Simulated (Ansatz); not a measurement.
# Mg (P6_3/mmc, 2 atoms in the cell): modes against biaxial strain in the (0001) plane, that of a and b

Wanted: the shifts of the zone-centre modes of Mg (P6_3/mmc, 2 atoms in the cell) with strain.

Program: Ansatz 0.2.0. Level of theory: DFT LDA, scalar-relativistic, plane waves, PAW; PAW set soft_1. Results are calculated unless marked as measured.

## (1) Set-up

Symmetry: P6_3/mmc, No. 194, hexagonal system. Conventional cell: a = 3.209 Å, b = 3.209 Å, c = 5.210 Å, α = 90.00°, β = 90.00°, γ = 120.00°. Nearest to Mg lie 12 Mg at 3.20 to 3.21 Å.

As a file:

```cif
data_structure
_symmetry_space_group_name_H-M 'P6_3/mmc'
_symmetry_Int_Tables_number 194
_cell_length_a 3.2093
_cell_length_b 3.2093
_cell_length_c 5.2103
_cell_angle_alpha 90.000
_cell_angle_beta 90.000
_cell_angle_gamma 120.000
_cell_volume 46.47
loop_
_atom_site_label
_atom_site_type_symbol
_atom_site_symmetry_multiplicity
_atom_site_Wyckoff_symbol
_atom_site_fract_x
_atom_site_fract_y
_atom_site_fract_z
_atom_site_occupancy
Mg1 Mg 2 c 0.33333 0.66667 0.25000 1
```

## (2) Bringing the structure to rest

Harmonic phonons are second derivatives at a point where the forces vanish, and they are wanted at zero stress, so atoms and cell are relaxed first.

The input, input.yaml:

```yaml
crystal:
  lattice:
    - [3.2093, 0.0, 0.0]
    - [-1.60465, 2.7793353284, 0.0]
    - [0.0, 0.0, 5.2103]
  atoms:
    - { symbol: Mg, position: [0.33333333, 0.66666667, 0.25] }
    - { symbol: Mg, position: [0.66666667, 0.33333333, 0.75] }
kpoints:
  mp_grid: { grid: [15, 15, 8] }
hamiltonian:
  xc: lda
  pseudopotentials: { kind: paw, azcp: { folder: soft_1 }, xc_functional: pbe }
scf:
  occupations: { method: gaussian, width: 0.1 }
output:
  forces: true
  stress: true
  eigenvalues: true
relax:
  adjacent_minimum: "off"
  f_tol: 0.005
  max_steps: 80
  cell: { stress_tol: 0.05 }
```

Launch:

```
$ ansatz run input.yaml --threads 4 --pin off --max-ram 10240MiB --backend cpu --events-out ev --progress --plain --runs-dir out
```

Numbers of over 12 decimals in the logs are rounded to 6 here.

Log:

```text
Engine: ansatz 0.2.0, x86_64-unknown-linux-gnu
Pseudopotentials: kind: paw
Pseudopotential: Mg, paw, valence charge 10, recommended cutoff 420 eV (normal), soft_1/Mg.paw.azcp
Functional definition: SPW92
  exchange = slater_x
  correlation = pw_c
Crystal: 2 atoms, lattice volume = 46.474 Å³
Basis set: ecut = 420 eV, 941 PW (Γ)
Bands: 14, of which v1, the nominal top of the filled ones, is band 10 counted from 1 (9 counted from 0)
Symmetry: 24 space group operations
Space group: P63/mmc (ITA 194), of the structure as read, at distance tolerance 3.6e-5 Å
k-points: 135 of 1800
Non-local potential: Mg, projectors of the file, l = 0: 3, l = 1: 2, l = 2: 1
PAW form: soft (Blöchl's): semilocal exchange-correlation on the pseudo side does not see the compensation charge
PAW frozen core: Mg, regenerated for the run's functional, and the local potential with it (the file was generated under x = pbe(κ = 0.804, μ = 0.219515), c = pbe(β = 0.066725))
PAW one-centre angular grid: Mg, 110 points (default); XC on 64 Gauss nodes
Initial density: superposition of atomic densities (chi_scale 0.1, normalization cell)
Initial wavefunctions: pseudopotential atomic-orbital guess
Functional: x = slater, c = lda
SCF iter   1: F=—  HF=-3803.228598 eV  |F-HF|=—  |Δ(HF+E_count)|=         —  Δρ=1.42e-2  dr2=1.10e-1  ethr=3.10e-3  ⟨swp⟩=5.2  Hψ=9884  notcnv=0
preconditioner: auto → none  [metal: Δε(μ)=0.056 eV  Ē_g=6.839 eV  σ=0.100 eV  W_gap=0.30  n_scr=8 (ndim 8)  ℏωp=10.9 eV  f_vac=0.000  D(μ)=1.04/eV (n_scr^D=2)  sad-step TF]
SCF iter   2: F=—  HF=-3803.201224 eV  |F-HF|=—  |Δ(HF+E_count)|=   2.74e-2  Δρ=9.04e-3  dr2=5.13e-2  ethr=5.48e-4  ⟨swp⟩=2.0  Hψ=3414  notcnv=0  defer=1
SCF iter   3: F=—  HF=-3803.182050 eV  |F-HF|=—  |Δ(HF+E_count)|=   1.92e-2  Δρ=9.01e-4  dr2=5.12e-4  ethr=2.56e-4  ⟨swp⟩=3.0  Hψ=3335  notcnv=0  defer=1
SCF iter   4: F=—  HF=-3803.182024 eV  |F-HF|=—  |Δ(HF+E_count)|=   2.61e-5  Δρ=1.20e-4  dr2=1.71e-6  ethr=2.56e-6  ⟨swp⟩=3.0  Hψ=3276  notcnv=0  defer=1
SCF iter   5: F=—  HF=-3803.182032 eV  |F-HF|=—  |Δ(HF+E_count)|=   7.50e-6  Δρ=3.10e-6  dr2=2.70e-9  ethr=5.00e-10  ⟨swp⟩=7.0  Hψ=9491  notcnv=0
SCF iter   6: F=-3803.182032 eV  HF=-3803.182032 eV  |F-HF|=3.18e-12  |Δ(HF+E_count)|=   6.34e-9  Δρ=1.06e-7  dr2=2.68e-12  ethr=1.35e-11  ⟨swp⟩=1.2  Hψ=5713  notcnv=0
SCF 1 converged in 6 iterations: F = -3803.182032 eV  dr2 = 2.68e-12
  greatest PAW one-centre occupation: 1.000 electrons in one spin orbital (limit 2), on the Mg atom at site 1 (counted from 0), in its partial waves of l = 0
relax step   1: F+E_penalty+E_count = -3803.18203174 eV  Δ(F+E_penalty+E_count) = +0.000e0 eV  max|allowed force component| = 3.701e-17 eV/Å  Δτ_max = 0.0000 Å  P = -2.496 GPa  Ω = 46.474 Å³  (6 SCF iters, dr2 threshold 1.00e-7 eV, accepted)
Crystal: 2 atoms, lattice volume = 43.893 Å³
Basis set: ecut = 420 eV, 845 PW (Γ)
Initial density: handed on by an earlier stage of this run
Initial wavefunctions: those handed on with the density
iter 1 solved again at ethr=1.13e-6 eV; its pass at ethr=3.10e-3 eV (dr2=2.26e-4 eV) is discarded
SCF iter   1: F=—  HF=-3803.209061 eV  |F-HF|=—  |Δ(HF+E_count)|=         —  Δρ=7.67e-4  dr2=2.28e-4  ethr=1.13e-6  ⟨swp⟩=2.6  Hψ=15007  notcnv=0
preconditioner: auto → none  [metal: Δε(μ)=0.018 eV  Ē_g=7.069 eV  σ=0.100 eV  W_gap=0.10  n_scr=8 (ndim 8)  ℏωp=11.2 eV  f_vac=0.000  D(μ)=0.94/eV (n_scr^D=2)]
SCF iter   2: F=—  HF=-3803.208847 eV  |F-HF|=—  |Δ(HF+E_count)|=   2.14e-4  Δρ=3.43e-4  dr2=4.57e-5  ethr=1.13e-6  ⟨swp⟩=1.0  Hψ=1890  notcnv=0
SCF iter   3: F=—  HF=-3803.208782 eV  |F-HF|=—  |Δ(HF+E_count)|=   6.49e-5  Δρ=2.09e-5  dr2=9.10e-8  ethr=1.00e-9  ⟨swp⟩=5.3  Hψ=10329  notcnv=0
SCF iter   4: F=-3803.208782 eV  HF=-3803.208782 eV  |F-HF|=8.29e-10  |Δ(HF+E_count)|=   8.76e-8  Δρ=1.58e-6  dr2=6.05e-10  ethr=4.55e-10  ⟨swp⟩=2.1  Hψ=6757  notcnv=0
SCF 2 converged in 4 iterations: F = -3803.208782 eV  dr2 = 6.05e-10
  greatest PAW one-centre occupation: 1.000 electrons in one spin orbital (limit 2), on the Mg atom at site 1 (counted from 0), in its partial waves of l = 1
relax step   2: F+E_penalty+E_count = -3803.20878196 eV  Δ(F+E_penalty+E_count) = -2.675e-2 eV  max|allowed force component| = 4.626e-18 eV/Å  Δτ_max = 0.0000 Å  P = -0.610 GPa  Ω = 43.893 Å³  energy of the carried Pulay correction = +1.008e-4 eV  (4 SCF iters, dr2 threshold 2.00e-7 eV, accepted)
Crystal: 2 atoms, lattice volume = 43.104 Å³
iter 1 solved again at ethr=1.83e-7 eV; its pass at ethr=3.10e-3 eV (dr2=3.65e-5 eV) is discarded
SCF iter   1: F=—  HF=-3803.210358 eV  |F-HF|=—  |Δ(HF+E_count)|=         —  Δρ=2.87e-4  dr2=3.35e-5  ethr=1.83e-7  ⟨swp⟩=2.9  Hψ=14532  notcnv=0
preconditioner: auto → none  [metal: Δε(μ)=0.034 eV  Ē_g=7.143 eV  σ=0.100 eV  W_gap=0.19  n_scr=8 (ndim 8)  ℏωp=11.3 eV  f_vac=0.000  D(μ)=0.94/eV (n_scr^D=2)]
SCF iter   2: F=—  HF=-3803.210331 eV  |F-HF|=—  |Δ(HF+E_count)|=   2.66e-5  Δρ=1.28e-4  dr2=6.59e-6  ethr=1.67e-7  ⟨swp⟩=1.0  Hψ=1890  notcnv=0
SCF iter   3: F=-3803.210323 eV  HF=-3803.210323 eV  |F-HF|=1.03e-8  |Δ(HF+E_count)|=   7.87e-6  Δρ=6.50e-6  dr2=8.63e-9  ethr=1.00e-9  ⟨swp⟩=4.5  Hψ=9552  notcnv=0
SCF 3 converged in 3 iterations: F = -3803.210323 eV  dr2 = 8.63e-9
relax step   3: F+E_penalty+E_count = -3803.21032311 eV  Δ(F+E_penalty+E_count) = -1.541e-3 eV  max|allowed force component| = 8.095e-17 eV/Å  Δτ_max = 0.0000 Å  P = +0.093 GPa  Ω = 43.104 Å³  energy of the carried Pulay correction = +1.332e-4 eV  (3 SCF iters, dr2 threshold 2.00e-7 eV, accepted)
[...]
relax step   4: F+E_penalty+E_count = -3803.21034811 eV  Δ(F+E_penalty+E_count) = -2.501e-5 eV  max|allowed force component| = 3.932e-17 eV/Å  Δτ_max = 0.0000 Å  P = +0.000 GPa  Ω = 43.204 Å³  energy of the carried Pulay correction = +1.291e-4 eV  (3 SCF iters, dr2 threshold 2.21e-8 eV, accepted)
Initial wavefunctions: pseudopotential atomic-orbital guess (no wavefunctions were taken with the density)
iter 1 solved again at ethr=1.76e-8 eV; its pass at ethr=3.10e-3 eV (dr2=3.51e-6 eV) is discarded
SCF iter   1: F=—  HF=-3803.210232 eV  |F-HF|=—  |Δ(HF+E_count)|=         —  Δρ=2.15e-5  dr2=3.28e-8  ethr=1.76e-8  ⟨swp⟩=3.5  Hψ=15915  notcnv=0
SCF iter   2: F=—  HF=-3803.210230 eV  |F-HF|=—  |Δ(HF+E_count)|=   1.29e-6  Δρ=8.65e-6  dr2=4.52e-9  ethr=1.64e-10  ⟨swp⟩=2.0  Hψ=3073  notcnv=0
SCF iter   3: F=—  HF=-3803.210230 eV  |F-HF|=—  |Δ(HF+E_count)|=   7.14e-9  Δρ=1.96e-6  dr2=2.25e-10  ethr=2.26e-11  ⟨swp⟩=2.8  Hψ=3437  notcnv=0
SCF iter   4: F=-3803.210230 eV  HF=-3803.210230 eV  |F-HF|=4.55e-13  |Δ(HF+E_count)|=  6.12e-10  Δρ=5.74e-8  dr2=5.63e-13  ethr=1.00e-12  ⟨swp⟩=6.4  Hψ=7873  notcnv=0
SCF 5 converged in 4 iterations: F = -3803.210230 eV  dr2 = 5.63e-13
relax step   5: F+E_penalty+E_count = -3803.21023036 eV  Δ(F+E_penalty+E_count) = +1.178e-4 eV  max|allowed force component| = 3.701e-17 eV/Å  Δτ_max = 0.0000 Å  P = +0.000 GPa  Ω = 43.204 Å³  stress off target by 8.09e-3 GPa  SCF on the basis re-selected at this cell (its energy is not comparable with the rows above)  (4 SCF iters)
basis re-selected at this cell: Δ(F+E_penalty+E_count) = +1.178e-4 eV, ΔP = -0.000 GPa vs the last step (what re-selecting the basis moved, of the pressure what is left beyond the Pulay correction that the steps carried, after the strain that the cell walked since its last selection, with what the two solves' SCF thresholds leave and, on support functions, any second-order correction that the steps lacked; it is no m [...]
SCF converged after 4 iterations
Free energy (F): -3803.210230 eV
Harris-Foulkes:  -3803.210230 eV  (|F-HF|=4.55e-13)
Internal energy: -3803.205522 eV  (E = F + TS)
E sigma→0 (E₀):  -3803.207876 eV
Entropy (-TS):   -0.004708 eV (-2.354 meV/atom)
Fermi energy:    5.919534 eV
--- Per-component energies (eV) ---
  E_band       = -706.072037
  E_kinetic    = 139.861652
  E_local      = -3378.981455  (includes V_loc(G=0)·N_el)
  E_nonlocal   = 392.052041
  E_hartree    = 1148.736585
  E_xc         = -52.022775
  E_vxc        = -67.581549  (∫ρ·V_xc dr)
  E_paw        = -559.958242  (= ΣΔE_a)
  E_vpaw       = -88.895641  (= ΣTr[D̂ρ^β])
  E_aug_tail   = -0.000266  (compensation charges beyond the density's cutoff)
  E_ewald      = -1493.194021
  E_core_change = 0.300959  (= ΣΔE_core)
  E_smearing   = -0.004708  (= −TS)
  E_closure    = -0.000000  (closes the sum)
  Σ components = -3803.210230   (vs F -3803.210230, Δ=0.00e0)
--- Forces (eV/Å), atoms counted from 1 ---
  atom   1  Mg     0.00000000    -0.00000000     0.00000000
  atom   2  Mg    -0.00000000     0.00000000    -0.00000000
  max |Σ_I F_I| component: 0.00e0 eV/Å
--- Stress (GPa, compression-positive) ---
        0.004409       0.000000       0.000000
        0.000000       0.004409       0.000000
        0.000000       0.000000      -0.008087
  P = ⅓ Tr σ = 0.0002 GPa (0.002 kbar)
--- Band table (eV; the first three rows and the last of 135) ---
  k-point 0: bands = [... 6 lower, -36.7405, -36.7405, -1.2589, 4.2543, 4.7808, 17.0092, 17.0092, 17.1428]
  k-point 1: bands = [... 6 lower, -36.7408, -36.7408, -1.1658, 3.1711, 6.0215, 17.0808, 17.0808, 17.2027]
  k-point 2: bands = [... 6 lower, -36.7415, -36.7415, -0.8871, 2.0237, 7.6413, 15.4580, 17.2868, 17.2868]
  k-point 134: bands = [... 6 lower, -36.7486, -36.7486, 6.0894, 6.0894, 6.5852, 6.5852, 7.5060, 7.5060]
--- Relaxed structure (4 steps of the walk, 4 accepted, 1 SCFs on fresh bases) ---
  F+E_penalty+E_count = -3803.21023036 eV   max|allowed force component| = 3.701e-17 eV/Å   (the final SCF, on the basis selected at the relaxed cell)
  cell:  # Å, volume = 43.2040 Å³
    - [3.146573, 0.0, 0.0]
    - [-1.573286, 2.725012, 0.0]
    - [0.0, 0.0, 5.038689]
  atoms:
    - { symbol: Mg, position: [0.333333, 0.666667, 0.25] }
    - { symbol: Mg, position: [0.666667, 0.333333, 0.75] }
```

It took 11 s on 4 threads of Intel Xeon at 2.50GHz (Skylake/Cascade Lake), shared host; peak memory 0.4 GiB.

The steps of the relaxation:

| step | energy less that of the first step (eV) | largest force component (eV/Å) | pressure (GPa) | volume (Å³) |
| --- | --- | --- | --- | --- |
| 1 | 0.0000 | 0.0000 | -2.50 | 46.47 |
| 2 | -0.0267 | 0.0000 | -0.61 | 43.89 |
| 3 | -0.0283 | 0.0000 | 0.09 | 43.10 |
| 4 | -0.0283 | 0.0000 | 0.00 | 43.20 |
| 5* | -0.0282 | 0.0000 | 0.00 | 43.20 |

Relaxation steps marked * repeat the geometry before them on a plane-wave basis chosen anew for their cell, so energy and pressure can jump there.

Forces are held to the 24 operations that the run works with; a distortion that breaks them can't arise in this run.

```csv
"conventional cell, symmetrised",before,after,change
a (Å),3.209,3.147,-2.0 %
b (Å),3.209,3.147,-2.0 %
c (Å),5.210,5.039,-3.3 %
volume (Å³/atom),23.24,21.60,-7.0 %
```

Final coordinates:

```xyz
2
Lattice="3.1466 0.0000 0.0000 -1.5733 2.7250 0.0000 0.0000 0.0000 5.0387" Properties=species:S:1:pos:R:3 pbc="T T T"
Mg    0.0000    1.8167    1.2597
Mg    1.5733    0.9083    3.7790
```

Numbers from this step:

```yaml
pressure: 2.44e-4 GPa
volume_per_atom: 21.60 Å³
gap_on_the_k_mesh: 0 eV
```

In this step the volume went from 23.24 to 21.60 Å³/atom.

## (3) Tight relaxation

Phonons need small forces and stress, so the relaxation is finished with tight tolerances on 15×15×8 k points.

input.yaml, the sections that differ from step 2:

```yaml
crystal:
  lattice:
    - [3.1465729442, 0.0, 0.0]
    - [-1.5732864721, 2.7250121045, 0.0]
    - [0.0, 0.0, 5.0386890197]
  atoms:
    - { symbol: Mg, position: [0.3333333333, 0.6666666667, 0.25] }
    - { symbol: Mg, position: [0.6666666667, 0.3333333333, 0.75] }
scf:
  occupations: { method: methfessel_paxton, width: 0.2 }
output:
  forces: true
  stress: true
  eigenvalues: true
  write_density: true
  write_potential: true
  elf: true
  volumetric_format: npy
relax:
  adjacent_minimum: "off"
  f_tol: 0.001
  max_steps: 60
  cell: { stress_tol: 0.01 }
# kpoints, hamiltonian: as in step 2
```

Log:

```text
[...]
Crystal: 2 atoms, lattice volume = 43.204 Å³
Basis set: ecut = 420 eV, 845 PW (Γ)
Bands: 14, of which v1, the nominal top of the filled ones, is band 10 counted from 1 (9 counted from 0)
Symmetry: 24 space group operations
[...]
k-points: 135 of 1800
[...]
k-point 134: bands = [... 6 lower, -36.7480, -36.7480, 6.0847, 6.0847, 6.5835, 6.5835, 7.4992, 7.4992]
--- Relaxed structure (3 steps of the walk, 3 accepted, 1 SCFs on fresh bases) ---
[...]
cell:  # Å, volume = 43.2010 Å³
    - [3.148685, 0.0, 0.0]
    - [-1.574342, 2.726841, 0.0]
    - [0.0, 0.0, 5.031584]
  atoms:
    - { symbol: Mg, position: [0.333333, 0.666667, 0.250000] }
    - { symbol: Mg, position: [0.666667, 0.333333, 0.750000] }
[key lines of the parts left out:]
SCF converged after 4 iterations
Free energy (F): -3803.208489 eV
Fermi energy:    5.916512 eV
P = ⅓ Tr σ = -0.0013 GPa (-0.013 kbar)
```

Elapsed: 8.4 s, on 4 threads; peak memory 0.4 GiB; 28 s of CPU time.

Relaxation path:

| step | energy less that of the first step (eV) | largest force component (eV/Å) | pressure (GPa) | volume (Å³) |
| --- | --- | --- | --- | --- |
| 1 | 0.0000 | 0.0000 | -0.01 | 43.20 |
| 2 | 0.0000 | 0.0000 | 0.00 | 43.20 |
| 3 | 0.0000 | 0.0000 | 0.00 | 43.20 |
| 4* | 0.0000 | 0.0000 | 0.00 | 43.20 |

Relaxation steps marked * repeat the geometry before them on a plane-wave basis chosen anew for their cell, so energy and pressure can jump there.

The run keeps the 24 symmetry operations that it works with, so distortions that break them were not tested.

| conventional cell, symmetrised | before | after | change |
| --- | --- | --- | --- |
| a (Å) | 3.147 | 3.149 | +0.1 % |
| b (Å) | 3.147 | 3.149 | +0.1 % |
| c (Å) | 5.039 | 5.032 | -0.1 % |
| volume (Å³/atom) | 21.60 | 21.60 | -0.0 % |

The relaxed structure:

```xyz
2
Lattice="3.1487 0.0000 0.0000 -1.5743 2.7268 0.0000 0.0000 0.0000 5.0316" Properties=species:S:1:pos:R:3 pbc="T T T"
Mg    0.0000    1.8179    1.2579
Mg    1.5743    0.9089    3.7737
```

Numbers from this step:

| Item | Value |
| --- | --- |
| pressure | -0.001299 GPa |

ELF in the ac plane at fractional y = 0.333, with atoms of Mg within 0.2 Å of it. It is the smooth field of the valence electrons, not physical close to the nuclei.

Values, 22 rows by 16 columns, each cell a mean:
```
0.51 0.53 0.53 0.53 0.53 0.52 0.47 0.37 0.25 0.16 0.13 0.12 0.15 0.21 0.33 0.44
0.42 0.51 0.54 0.54 0.53 0.46 0.32 0.16 0.08 0.08 0.10 0.11 0.09 0.07 0.12 0.26
0.29 0.47 0.55 0.55 0.51 0.36 0.16 0.07 0.12 0.22 0.28 0.29 0.25 0.15 0.07 0.11
0.18 0.42 0.54 0.55 0.48 0.26 0.08 0.10 0.26 0.34 0.30 0.29 0.33 0.31 0.14 0.06
0.13 0.37 0.54 0.55 0.45 0.20 0.06 0.16 0.34 0.29 0.16 0.14 0.24 0.36 0.22 0.06
0.12 0.37 0.54 0.55 0.44 0.19 0.06 0.17 0.35 0.28 0.14 0.12 0.23 0.36 0.23 0.06
0.17 0.41 0.54 0.55 0.47 0.25 0.07 0.11 0.28 0.34 0.28 0.27 0.33 0.33 0.15 0.06
0.27 0.47 0.55 0.55 0.51 0.35 0.14 0.07 0.13 0.25 0.31 0.31 0.28 0.17 0.07 0.10
0.41 0.51 0.54 0.55 0.53 0.45 0.29 0.14 0.08 0.09 0.12 0.13 0.10 0.07 0.10 0.23
0.50 0.53 0.53 0.53 0.53 0.51 0.45 0.34 0.22 0.14 0.11 0.11 0.13 0.19 0.30 0.42
0.53 0.52 0.51 0.51 0.52 0.53 0.53 0.51 0.47 0.41 0.37 0.36 0.39 0.45 0.50 0.53
0.51 0.46 0.43 0.42 0.45 0.49 0.53 0.57 0.59 0.59 0.59 0.59 0.59 0.59 0.58 0.55
0.42 0.34 0.28 0.28 0.31 0.39 0.48 0.56 0.61 0.63 0.64 0.64 0.64 0.62 0.58 0.51
0.29 0.19 0.14 0.14 0.17 0.25 0.38 0.51 0.60 0.64 0.66 0.66 0.65 0.62 0.56 0.44
0.18 0.10 0.08 0.08 0.10 0.16 0.28 0.45 0.58 0.65 0.67 0.67 0.66 0.62 0.52 0.34
0.12 0.07 0.06 0.07 0.08 0.12 0.23 0.41 0.57 0.65 0.68 0.68 0.67 0.61 0.49 0.27
0.12 0.07 0.06 0.07 0.08 0.11 0.22 0.40 0.56 0.65 0.68 0.68 0.67 0.61 0.48 0.27
0.16 0.09 0.07 0.08 0.09 0.15 0.27 0.44 0.58 0.65 0.67 0.67 0.66 0.62 0.51 0.33
0.27 0.17 0.13 0.13 0.16 0.24 0.36 0.50 0.60 0.64 0.66 0.66 0.65 0.62 0.55 0.42
0.41 0.31 0.26 0.25 0.29 0.37 0.46 0.55 0.61 0.63 0.64 0.64 0.64 0.62 0.58 0.51
0.50 0.45 0.41 0.40 0.43 0.48 0.53 0.57 0.59 0.60 0.60 0.60 0.60 0.59 0.58 0.55
0.53 0.51 0.50 0.49 0.50 0.52 0.54 0.54 0.51 0.47 0.44 0.43 0.46 0.50 0.53 0.54
```
Columns run along a (3.1 Å), rows up along c (5.0 Å). Atoms in or near the plane, at fractional coordinates: Mg at (0.67, 0.75).

Valence density in the ac plane at fractional y = 0.333, with atoms of Mg within 0.2 Å of it. It is the smooth field of the valence electrons, not physical close to the nuclei.

Ten steps, logarithmic in the rise over the least value, from '0' (0 e/Å³) to '9' (26 e/Å³):
```
0000000000000000
0000000000000000
0000000001221000
0000000014665200
0000000147887510
0000000158999620
0000000158999620
0000000147887510
0000000014665200
0000000001221000
0000000000000000
0000000000000000
0000000000000000
0000000000000000
0000000000000000
0000000000000000
0000000000000000
0000000000000000
0000000000000000
0000000000000000
0000000000000000
0000000000000000
0000000000000000
0000000000000000
0000000000000000
0000000000000000
```
Columns run along a (3.1 Å), rows up along c (5.0 Å). Atoms in or near the plane, at fractional coordinates: Mg at (0.67, 0.75).

Electrostatic potential energy in the ac plane at fractional y = 0.333, with atoms of Mg within 0.2 Å of it. With pseudopotentials it is smooth inside the atoms' cores, unlike the true potential.

Ten even steps from '0' (-70 eV) to '9' (8 eV):
```
9999999999999999
9999999998888999
9999999987666789
9999999864223579
9999998740000368
9999998620000158
9999998620000158
9999998740000368
9999999864223579
9999999987666789
9999999998888999
9999999999999999
9999999999999999
9999999999999999
9999999999999999
9999999999999999
9999999999999999
9988899999999999
9888899999999999
9888899999999999
9988899999999999
9999999999999999
9999999999999999
9999999999999999
9999999999999999
9999999999999999
```
Columns run along a (3.1 Å; values clipped at the 3rd and 97th percentile), rows up along c (5.0 Å). Atoms in or near the plane, at fractional coordinates: Mg at (0.67, 0.75).

The forces vanish by symmetry and the pressure is -0.001 GPa, within the tolerances set. The cell now holds 21.60 Å³/atom.

[end of part 1 of 2]

[Logs are printed without paths, hosts, clocks, repeated set-up lines and the standing remarks that a program may print on its own settings, such as how far it seeks lower states.]

[Hosts, paths, dates, database ids (printed as entryN), source tags and the programs' standing remarks are cut or masked in the printed files.]
